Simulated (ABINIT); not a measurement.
# BeH2 (Fm-3m): zone-centre phonons, part 3 of 3

Aim: the zone-centre modes of BeH2 (Fm-3m).

ABINIT 10.8.3; DFT LDA, scalar-relativistic, plane waves, HGH norm-conserving pseudopotentials.

So far. Step 7 (Linear response at Γ): The acoustic modes at Γ come out as far as 5.9 cm⁻¹ from zero, where they should vanish, a small numerical error. Step 8 (Zone-centre analysis): The rule moves no optical mode by more than 0.1 cm⁻¹. The relaxed cell has a = 3.903 Å (conventional setting).

The structure was built from a prototype and need not be the compound's stable phase.

## (9) Sum rules set otherwise (asr 0)

Without the rule the raw error of the acoustic modes shows.

Input file anaddb.abi:

```
ddb_filepath "gamma_DDB"
output_file "anaddb.abo"
outdata_prefix "anaddb"
asr 0
chneut 0
enunit 2
eivec 1
nph1l 1
qph1l 0.0 0.0 0.0 1.0
```

Input file mrgddb.in:

```
gamma_DDB
merged
2
dfpt_gammao_DDB
gso_DDB
```

Started as:

```
mrgddb < mrgddb.in > mrgddb.log
OMP_NUM_THREADS=1 anaddb anaddb.abi > anaddb.log
```

anaddb.abo, the main output file:

```text
-outvars_anaddb: echo values of input variables ----------------------

 Miscellaneous information :
      enunit         2
       eivec         1
      chneut         0
 First list of wavevector (reduced coord.) :
       nph1l         1
       qph1l
                     0.00000000E+00  0.00000000E+00  0.00000000E+00    1.000E+00

================================================================================

 read the DDB information and perform some checks

  ==== Info on the Cryst% object ====
 Real(R)+Recip(G) space primitive vectors, cartesian coordinates (Bohr,Bohr^-1):
 R(1)=  0.0000000  3.6882685  3.6882685  G(1)= -0.1355650  0.1355650  0.1355650
 R(2)=  3.6882685  0.0000000  3.6882685  G(2)=  0.1355650 -0.1355650  0.1355650
 R(3)=  3.6882685  3.6882685  0.0000000  G(3)=  0.1355650  0.1355650 -0.1355650
 Unit cell volume ucvol=  1.0034542E+02 bohr^3
 Angles (23,13,12)=  6.00000000E+01  6.00000000E+01  6.00000000E+01 degrees
 Time-reversal symmetry is present
 Reduced atomic positions [iatom, xred, symbol]:
    1)    0.0000000  0.0000000  0.0000000  Be
    2)    0.2500000  0.2500000  0.2500000   H
    3)    0.7500000  0.7500000  0.7500000   H

 DDB file with 3 blocks has been read.

================================================================================

 Treat the first list of vectors

  Phonon wavevector (reduced coordinates) :  0.00000  0.00000  0.00000
 Phonon energies in Hartree :
   2.679499E-05  2.679499E-05  2.679499E-05  1.606029E-03  1.606029E-03
   1.606029E-03  5.322923E-03  5.322923E-03  5.322923E-03
 Phonon energies in meV     :
-  7.291287E-01  7.291287E-01  7.291287E-01  4.370229E+01  4.370229E+01
-  4.370229E+01  1.448441E+02  1.448441E+02  1.448441E+02
 Phonon frequencies in cm-1    :
-  5.880820E+00  5.880820E+00  5.880820E+00  3.524827E+02  3.524827E+02
-  3.524827E+02  1.168247E+03  1.168247E+03  1.168247E+03
 Phonon frequencies in Thz     :
-  1.763025E-01  1.763025E-01  1.763025E-01  1.056717E+01  1.056717E+01
-  1.056717E+01  3.502315E+01  3.502315E+01  3.502315E+01
 Phonon energies in Kelvin  :
-  8.461187E+00  8.461187E+00  8.461187E+00  5.071440E+02  5.071440E+02
-  5.071440E+02  1.680846E+03  1.680846E+03  1.680846E+03

 Eigendisplacements
 (will be given, for each mode : in cartesian coordinates
   for each atom the real part of the displacement vector,
   then the imaginary part of the displacement vector - absolute values smaller than 1.0d-7 are set to zero)
  Mode number    1   Energy    2.679499E-05
-  1  9.15981205E-07  5.15105606E-06  7.05255563E-03
-     0.00000000E+00  0.00000000E+00  0.00000000E+00
-  2  9.16254744E-07  5.15259432E-06  7.05466173E-03
-     0.00000000E+00  0.00000000E+00  0.00000000E+00
-  3  9.16254744E-07  5.15259432E-06  7.05466173E-03
-     0.00000000E+00  0.00000000E+00  0.00000000E+00
  Mode number    2   Energy    2.679499E-05
-  1  2.39061700E-07 -7.05255568E-03  5.15102505E-06
-     0.00000000E+00  0.00000000E+00  0.00000000E+00
-  2  2.39133091E-07 -7.05466179E-03  5.15256330E-06
-     0.00000000E+00  0.00000000E+00  0.00000000E+00
-  3  2.39133091E-07 -7.05466179E-03  5.15256330E-06
-     0.00000000E+00  0.00000000E+00  0.00000000E+00
  Mode number    3   Energy    2.679499E-05
-  1  7.05255751E-03  2.38392622E-07 -9.16155566E-07
-     0.00000000E+00  0.00000000E+00  0.00000000E+00
-  2  7.05466361E-03  2.38463813E-07 -9.16429158E-07
-     0.00000000E+00  0.00000000E+00  0.00000000E+00
-  3  7.05466361E-03  2.38463813E-07 -9.16429158E-07
-     0.00000000E+00  0.00000000E+00  0.00000000E+00
  Mode number    4   Energy    1.606029E-03
-  1  0.00000000E+00  4.50555164E-06  3.33651652E-03
-     0.00000000E+00  0.00000000E+00  0.00000000E+00
-  2 -2.57255288E-07 -2.01364809E-05 -1.49117592E-02
-     0.00000000E+00  0.00000000E+00  0.00000000E+00
-  3 -2.57255288E-07 -2.01364809E-05 -1.49117592E-02
-     0.00000000E+00  0.00000000E+00  0.00000000E+00
  Mode number    5   Energy    1.606029E-03
-  1  5.55022558E-07 -3.33651647E-03  4.50554200E-06
-     0.00000000E+00  0.00000000E+00  0.00000000E+00
-  2 -2.48054002E-06  1.49117590E-02 -2.01364379E-05
-     0.00000000E+00  0.00000000E+00  0.00000000E+00
-  3 -2.48054002E-06  1.49117590E-02 -2.01364379E-05
-     0.00000000E+00  0.00000000E+00  0.00000000E+00
  Mode number    6   Energy    1.606029E-03
-  1  3.33651951E-03  5.54944323E-07  0.00000000E+00
-     0.00000000E+00  0.00000000E+00  0.00000000E+00
-  2 -1.49117726E-02 -2.48019037E-06  2.60604708E-07
-     0.00000000E+00  0.00000000E+00  0.00000000E+00
-  3 -1.49117726E-02 -2.48019037E-06  2.60604708E-07
-     0.00000000E+00  0.00000000E+00  0.00000000E+00
  Mode number    7   Energy    5.322923E-03
-  1  0.00000000E+00  0.00000000E+00  0.00000000E+00
-     0.00000000E+00  0.00000000E+00  0.00000000E+00
-  2  5.57046906E-07 -7.49876281E-07 -1.64963404E-02
-     0.00000000E+00  0.00000000E+00  0.00000000E+00
-  3 -5.57046906E-07  7.49876281E-07  1.64963404E-02
-     0.00000000E+00  0.00000000E+00  0.00000000E+00
  Mode number    8   Energy    5.322923E-03
-  1  0.00000000E+00  0.00000000E+00  0.00000000E+00
-     0.00000000E+00  0.00000000E+00  0.00000000E+00
-  2  3.13573614E-06 -1.64963401E-02  7.49982155E-07
-     0.00000000E+00  0.00000000E+00  0.00000000E+00
-  3 -3.13573614E-06  1.64963401E-02 -7.49982155E-07
-     0.00000000E+00  0.00000000E+00  0.00000000E+00
  Mode number    9   Energy    5.322923E-03
-  1  0.00000000E+00  0.00000000E+00  0.00000000E+00
-     0.00000000E+00  0.00000000E+00  0.00000000E+00
-  2  1.64963401E-02  3.13576146E-06  5.56904354E-07
-     0.00000000E+00  0.00000000E+00  0.00000000E+00
-  3 -1.64963401E-02 -3.13576146E-06 -5.56904354E-07
-     0.00000000E+00  0.00000000E+00  0.00000000E+00

 Analysis of degeneracies and characters (maximum tolerance=1.00E-06 a.u.)
 For each vibration mode, or group of modes if degenerate,
 the characters are given for each symmetry operation (see the list in the log file).
 Symmetry characters of vibration mode #   1
       degenerate with vibration modes #   2 to    3
  3.0 -3.0 -1.0  1.0 -1.0  1.0 -1.0  1.0  1.0 -1.0 -1.0  1.0  1.0 -1.0 -1.0  1.0
  0.0 -0.0 -0.0  0.0  0.0 -0.0 -0.0  0.0  1.0 -1.0 -1.0  1.0 -1.0  1.0  1.0 -1.0
  0.0 -0.0  0.0 -0.0 -0.0  0.0 -0.0  0.0  1.0 -1.0  1.0 -1.0 -1.0  1.0 -1.0  1.0
 Symmetry characters of vibration mode #   4
       degenerate with vibration modes #   5 to    6
  3.0 -3.0 -1.0  1.0 -1.0  1.0 -1.0  1.0  1.0 -1.0 -1.0  1.0  1.0 -1.0 -1.0  1.0
  0.0 -0.0 -0.0  0.0 -0.0  0.0 -0.0  0.0  1.0 -1.0 -1.0  1.0 -1.0  1.0  1.0 -1.0
  0.0 -0.0  0.0 -0.0 -0.0  0.0 -0.0  0.0  1.0 -1.0  1.0 -1.0 -1.0  1.0 -1.0  1.0
 Symmetry characters of vibration mode #   7
       degenerate with vibration modes #   8 to    9
  3.0  3.0 -1.0 -1.0 -1.0 -1.0 -1.0 -1.0  1.0  1.0 -1.0 -1.0  1.0  1.0 -1.0 -1.0
 -0.0 -0.0  0.0  0.0 -0.0 -0.0  0.0  0.0  1.0  1.0 -1.0 -1.0 -1.0 -1.0  1.0  1.0
 -0.0 -0.0 -0.0 -0.0  0.0  0.0  0.0  0.0  1.0  1.0  1.0  1.0 -1.0 -1.0 -1.0 -1.0
-
```

The job ended after 1.2 s (1 thread of Intel Xeon Platinum 8488C (Sapphire Rapids), shared host).

Zone-centre frequencies as printed; negative means imaginary. Modes:

```
mode  frequency (cm⁻¹)
   1              5.88
   2              5.88
   3              5.88
   4             352.5
   5             352.5
   6             352.5
   7              1168
   8              1168
   9              1168
```

## (10) Outcome

```
space group after relaxation                                           : Fm-3m
volume per atom                                                        : 4.96 Å³
highest optical zone-centre mode (no LO-TO term)                       : 1168 cm⁻¹
lowest optical zone-centre mode                                        : 352.5 cm⁻¹
imaginary optical modes at the zone centre (no q mesh in this session) : none
```

In words: At the LDA level the optical modes of BeH2 (Fm-3m) at the zone centre run from 352 to 1168 cm⁻¹. The base run prints -1.1 GPa, mostly the error of a finite basis; the relaxation, with a smoothed and higher cutoff, had brought the cell to rest. These are harmonic frequencies at zero temperature: anharmonic shifts and linewidths and thermal expansion are left out. In a metal the frequencies hang on the k mesh and the smearing, most of all near Kohn anomalies. The structure is a hypothetical one, built on a prototype.

[Host names and launcher messages were left out of these logs when they were recorded.]

[Logs are printed without paths, hosts, clocks, repeated set-up lines and the standing remarks that a program may print on its own settings, such as how far it seeks lower states.]

[Hosts, paths, dates, database ids (printed as entryN), source tags and the programs' standing remarks are cut or masked in the printed files.]
